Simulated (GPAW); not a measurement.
# Dielectric function and optical constants of SiC (Moissanite 3C)

Aim: the dielectric function of SiC (Moissanite 3C), and the optical constants that follow from it.

Main program and level: GPAW 26.7.0; DFT, LDA, plane-wave PAW (GPAW data sets), scalar-relativistic, RPA, optical limit.

Most raw output is cut from this account.

### Step 1. The starting structure

Symmetry: F-43m, No. 216, cubic system. Conventional cell: a = 4.358 Å, b = 4.358 Å, c = 4.358 Å, α = 90.00°, β = 90.00°, γ = 90.00°. Nearest to Si lie 4 C at 1.89 Å. Nearest to C lie 4 Si at 1.89 Å. Farther neighbours are not listed.

### Step 2. Ground state

First the ground state: is it a metal or has it a gap?

This step: DFT, LDA, plane-wave PAW (GPAW data sets), scalar-relativistic, ground state (GPAW 26.7.0).

File gs.py:

```python
from ase import Atoms
from ase.dft.bandgap import bandgap
from gpaw import GPAW, PW, FermiDirac

atoms = Atoms(['Si', 'C'],
              cell=[[0.000000000000, 2.179000000000, 2.179000000000],
                    [2.179000000000, 0.000000000000, 2.179000000000],
                    [2.179000000000, 2.179000000000, 0.000000000000]],
              scaled_positions=[[0.000000000000, 0.000000000000, 0.000000000000],
                                [0.750000000000, 0.750000000000, 0.750000000000]],
              pbc=[True, True, True])
atoms.calc = GPAW(mode=PW(500), xc='LDA', kpts={'size': (9, 9, 9), 'gamma': True},
                  occupations=FermiDirac(0.05), maxiter=150, txt='gs.txt')
print('energy (eV)', atoms.get_potential_energy())
print('Fermi level (eV)', atoms.calc.get_fermi_level())
print('valence electrons', atoms.calc.get_number_of_electrons())
print('gap (eV)', bandgap(atoms.calc, output=None)[0])
print('direct gap (eV)', bandgap(atoms.calc, direct=True, output=None)[0])
atoms.calc.write('gs.gpw')
```

Command:

```sh
OMP_NUM_THREADS=1 python gs.py
```

The job ended after 3.5 s (1 thread of Arm Neoverse V1, shared host; peak memory 0.12 GiB).

Numbers from this step:

```
energy                 : -16.59 eV
Fermi energy           : 8.738 eV
gap on the k-mesh      : 1.457 eV
direct gap on the mesh : 4.586 eV
electrons              : 8
```

There is a gap, 1.46 eV on this mesh (points off the mesh can give less), so no carriers' term is needed.

### Step 3. Bands for the response

At the fixed density, many empty bands are solved on the mesh of the response, since the spectrum sums over them.

This step: DFT, LDA, plane-wave PAW (GPAW data sets), scalar-relativistic, bands at fixed density (GPAW 26.7.0).

File nscf.py:

```python
from ase.dft.bandgap import bandgap
from gpaw import GPAW, FermiDirac

calc = GPAW('gs.gpw').fixed_density(kpts={'size': (16, 16, 16), 'gamma': True}, nbands=23, convergence={'bands': 17},
                                    occupations=FermiDirac(0.001), txt='nscf.txt')
print('gap (eV)', bandgap(calc, output=None)[0])
print('direct gap (eV)', bandgap(calc, direct=True, output=None)[0])
print('top band over the Fermi level (eV)', min(calc.get_eigenvalues(kpt=k)[16] for k in range(len(calc.get_ibz_k_points()))) - calc.get_fermi_level())
calc.write('full.gpw', mode='all')
```

Command:

```sh
OMP_NUM_THREADS=1 python nscf.py
```

The job ended after 21 s (1 thread; peak memory 0.17 GiB).

This step gave:

- gap on the k-mesh: 1.313 eV
- direct gap on the mesh: 4.508 eV

### Step 4. Dielectric function, RPA

Transitions between filled and empty bands, summed over the zone, give the optical response, so mesh, band count and broadening shape it.

The induced potential is part of this response.

This step: DFT, LDA, plane-wave PAW (GPAW data sets), scalar-relativistic, RPA, optical limit (GPAW 26.7.0).

File df.py:

```python
from gpaw.response.df import DielectricFunction

df = DielectricFunction('full.gpw', frequencies={'type': 'nonlinear', 'domega0': 0.03, 'omega2': 8},
                        ecut=80,
                        eta=0.15,
                        nbands=17,
                        txt='df.txt')
for direction in ['x']:
    df.get_dielectric_function(xc='RPA', direction=direction, filename=f'df_{direction}.csv')
```

Command:

```sh
OMP_NUM_THREADS=1 python df.py
```

Run time: 4.1 s. Hardware: 1 thread; peak memory 0.21 GiB.

Numbers from this step:

| Item | Value |
| --- | --- |
| electronic dielectric constant ε∞, mean over x, y and z (by symmetry where fewer were run) | 6.719 |
| main peak of Im epsilon, first axis | 6.824 eV |
| centre of weight of the strongest loss peak in the window | 22.73 eV |

Some rows of df_x.csv (energy; Re and Im without local fields; Re and Im with them):

```text
0.000000, 7.191143, 0.000000, 6.719084, -0.000000
0.555532, 7.228330, 0.020270, 6.752260, 0.018081
1.143969, 7.352612, 0.043780, 6.863073, 0.039016
1.768324, 7.594738, 0.074141, 7.078676, 0.065959
2.431988, 8.013782, 0.118859, 7.450954, 0.105434
3.138794, 8.737523, 0.197908, 8.091463, 0.174714
3.893091, 10.124520, 0.396899, 9.310997, 0.347505
4.699832, 12.978723, 2.280691, 11.790356, 1.975368
5.564682, 14.733228, 7.005447, 13.371826, 5.952696
6.494155, 12.267309, 18.697518, 12.409379, 16.172534
7.495775, 1.367051, 11.103499, 1.223951, 10.010046
8.578281, -3.258120, 10.393433, -2.182816, 9.441794
9.751884, -4.810043, 6.313669, -3.750420, 6.442701
11.028587, -3.131573, 2.891808, -2.806543, 3.054289
12.422601, -2.559717, 2.105622, -2.284684, 2.262397
13.950874, -1.923160, 1.513474, -1.719702, 1.697318
15.633783, -1.375442, 1.021226, -1.228673, 1.208109
17.496047, -0.814003, 0.516268, -0.804650, 0.623962
19.567954, -0.378169, 0.310912, -0.375013, 0.371329
21.887015, 0.029640, 0.233659, 0.045351, 0.256820
24.500258, 0.157074, 0.193353, 0.125001, 0.237463
```

The Im ε, E ∥ x has structure finer than the step of the table below, so its rows give means over 1 eV, whole bins alone (the curve runs from 0 to 26.9 eV). Peaks (eV: height): 6.8: 20.2, 8.2: 13.3.

Values under the direct gap are tails of Lorentzian lines. Table of Im ε, E ∥ x by photon energy; means over each step:

photon energy (eV), Im ε, E ∥ x and a bar:
```
        1        0.0 
        2        0.1 
        3        0.2 
        4        0.5 #
        5        3.3 ######
        6        9.8 ###################
        7       15.5 ##############################
        8       11.2 ######################
        9        8.8 #################
       10        6.1 ############
       11        3.5 #######
       12        3.0 ######
       13        2.1 ####
       14        1.7 ###
       15        1.3 ###
       16        1.0 ##
       17        0.7 #
       18        0.6 #
       19        0.4 #
       20        0.3 #
       21        0.3 
       22        0.3 
       23        0.3 
       24        0.3 
       25        0.2 
       26        0.1
```

The Re ε, E ∥ x by photon energy:

```
photon energy (eV)  Re ε, E ∥ x
                 0         6.72
                 1         6.83
                 2         7.19
                 3         7.94
                 4         9.57
                 5         12.6
                 6         13.4
                 7       -0.809
                 8         2.26
                 9        -2.70
                10        -3.46
                11        -2.91
                12        -3.04
                13        -2.01
                14        -1.72
                15        -1.48
                16        -1.27
                17       -0.924
                18       -0.647
                19       -0.511
                20       -0.332
                21       -0.142
                22       0.0542
                23       0.0816
                24        0.145
                25        0.180
                26        0.241
```

Refractive index n and extinction k against photon energy:

| photon energy (eV) | n | k |
| --- | --- | --- |
| 0 | 2.59 | 0 |
| 1 | 2.61 | 0.00643 |
| 2 | 2.68 | 0.0146 |
| 3 | 2.82 | 0.0279 |
| 4 | 3.09 | 0.0642 |
| 5 | 3.58 | 0.409 |
| 6 | 3.86 | 1.21 |
| 7 | 2.93 | 3.07 |
| 8 | 2.58 | 2.10 |
| 9 | 1.82 | 2.45 |
| 10 | 1.38 | 2.32 |
| 11 | 0.818 | 1.89 |
| 12 | 0.788 | 1.91 |
| 13 | 0.639 | 1.56 |
| 14 | 0.579 | 1.43 |
| 15 | 0.485 | 1.31 |
| 16 | 0.443 | 1.21 |
| 17 | 0.331 | 1.02 |
| 18 | 0.322 | 0.866 |
| 19 | 0.254 | 0.759 |
| 20 | 0.253 | 0.629 |
| 21 | 0.269 | 0.463 |
| 22 | 0.409 | 0.337 |
| 23 | 0.407 | 0.290 |
| 24 | 0.471 | 0.276 |
| 25 | 0.464 | 0.189 |
| 26 | 0.507 | 0.127 |

The Im ε, E ∥ x has structure finer than the step of the table below, so its rows give means over 1 eV, whole bins alone (the curve runs from 0 to 26.9 eV). Peaks (eV: height): without local fields 6.8: 22.0, 8.1: 15.3; with local fields 6.8: 20.2, 8.2: 13.3.

Values under the direct gap are tails of Lorentzian lines. Table of Im ε, E ∥ x by photon energy; means over each step:

```csv
photon energy (eV),without local fields,with local fields
1,0.0382,0.0340
2,0.0893,0.0794
3,0.184,0.162
4,0.557,0.486
5,3.87,3.30
6,11.6,9.76
7,16.8,15.5
8,12.7,11.2
9,9.42,8.83
10,5.91,6.14
11,3.33,3.49
12,2.79,3.02
13,1.87,2.06
14,1.49,1.66
15,1.14,1.32
16,0.839,1.04
17,0.558,0.678
18,0.475,0.565
19,0.344,0.417
20,0.273,0.326
21,0.218,0.252
22,0.239,0.269
23,0.210,0.257
24,0.213,0.263
25,0.167,0.183
26,0.142,0.136
```

The reflectivity at normal incidence, E ∥ x has structure finer than the step of the table below, so its rows give means over 0.5 eV, whole bins alone (the curve runs from 0 to 26.9 eV). Peaks (eV: height): 7.04: 53.1, 10.38: 56.8, 12.10: 55.0, 16.54: 56.0, 18.97: 53.2.

Table of reflectivity at normal incidence, E ∥ x by photon energy; means over each step:

photon energy (eV), reflectivity at normal incidence, E ∥ x (%) and a bar from the least value:
```
      0.5       19.7 #######
      1.0       19.9 #######
      1.5       20.3 ########
      2.0       20.9 ########
      2.5       21.6 ########
      3.0       22.7 #########
      3.5       24.1 ##########
      4.0       26.2 ###########
      4.5       29.4 #############
      5.0       32.4 ###############
      5.5       35.2 #################
      6.0       38.5 ###################
      6.5       45.2 #######################
      7.0       50.7 ###########################
      7.5       41.1 #####################
      8.0       42.4 ######################
      8.5       47.7 #########################
      9.0       47.6 #########################
      9.5       49.8 ##########################
     10.0       50.8 ###########################
     10.5       55.7 ##############################
     11.0       51.3 ###########################
     11.5       44.7 #######################
     12.0       52.7 ############################
     12.5       51.0 ###########################
     13.0       50.2 ###########################
     13.5       47.7 #########################
     14.0       48.9 ##########################
     14.5       46.6 ########################
     15.0       49.7 ##########################
     15.5       47.2 #########################
     16.0       50.2 ###########################
     16.5       54.7 #############################
     17.0       52.5 ############################
     17.5       50.7 ###########################
     18.0       48.5 #########################
     18.5       48.9 ##########################
     19.0       51.6 ###########################
     19.5       47.6 #########################
     20.0       47.6 #########################
     20.5       43.7 ######################
     21.0       41.0 #####################
     21.5       32.7 ###############
     22.0       22.7 #########
     22.5       22.4 #########
     23.0       20.4 ########
     23.5       16.4 #####
     24.0       16.2 #####
     24.5       17.3 ######
     25.0       15.1 ####
     25.5       12.3 ###
     26.0       11.1 ##
     26.5        8.4
```

Optical constants at common wavelengths, from n + ik = √ε:

```csv
wavelength (nm),n,k,R (%),1/α
1550,2.61,0.005,19.8,24 µm
1064,2.62,0.008,20.0,11 µm
800,2.64,0.011,20.4,6.0 µm
450,2.78,0.024,22.1,1.5 µm
405,2.83,0.029,22.8,1.1 µm
365,2.90,0.037,23.8,785 nm
193,4.10,1.850,44.3,8.3 nm
```

Below the direct gap, k and the depth come from the tails of the Lorentzian lines, not from transitions.

Rows near the edge hang on the gap, which this functional as a rule makes too small, and phonon-assisted absorption is left out.

### Step 5. Summary of results

* electronic dielectric constant ε∞, mean over x, y and z (by symmetry where fewer were run) (RPA): 6.72
* main peak of Im epsilon, first axis: 6.82 eV
* centre of weight of the strongest loss peak in the window, first axis: 22.7 eV

**Reading.** At this level (LDA, RPA) SiC has ε∞ = 6.72 and n = 2.61 at 1550 nm, and Im ε peaks at 6.8 eV. On the mesh the gap is 1.31 eV and the least direct gap 4.51 eV, so on this mesh the band edges lie at different points. Local fields change the static value along x from 7.19 to 6.72 (-7 %). Distinct maxima of Im ε, read by a parabola through the highest points, lie at 6.82 eV (20), 7.73 eV (11) and 8.19 eV (13). Excitons and phonon-assisted transitions are missing; LDA gaps are as a rule too small, which pulls the onset down and ε∞ up. The sum runs over mesh points, so small or evenly spaced maxima can still be ripples of the mesh. The curves end at 27 eV, about where the summed bands run out.

[Machine, clock and banner lines and Python warnings are left out of the logs.]

[Logs are printed without paths, hosts, clocks, repeated set-up lines and the standing remarks that a program may print on its own settings, such as how far it seeks lower states.]

[Hosts, paths, dates, database ids (printed as entryN), source tags and the programs' standing remarks are cut or masked in the printed files.]
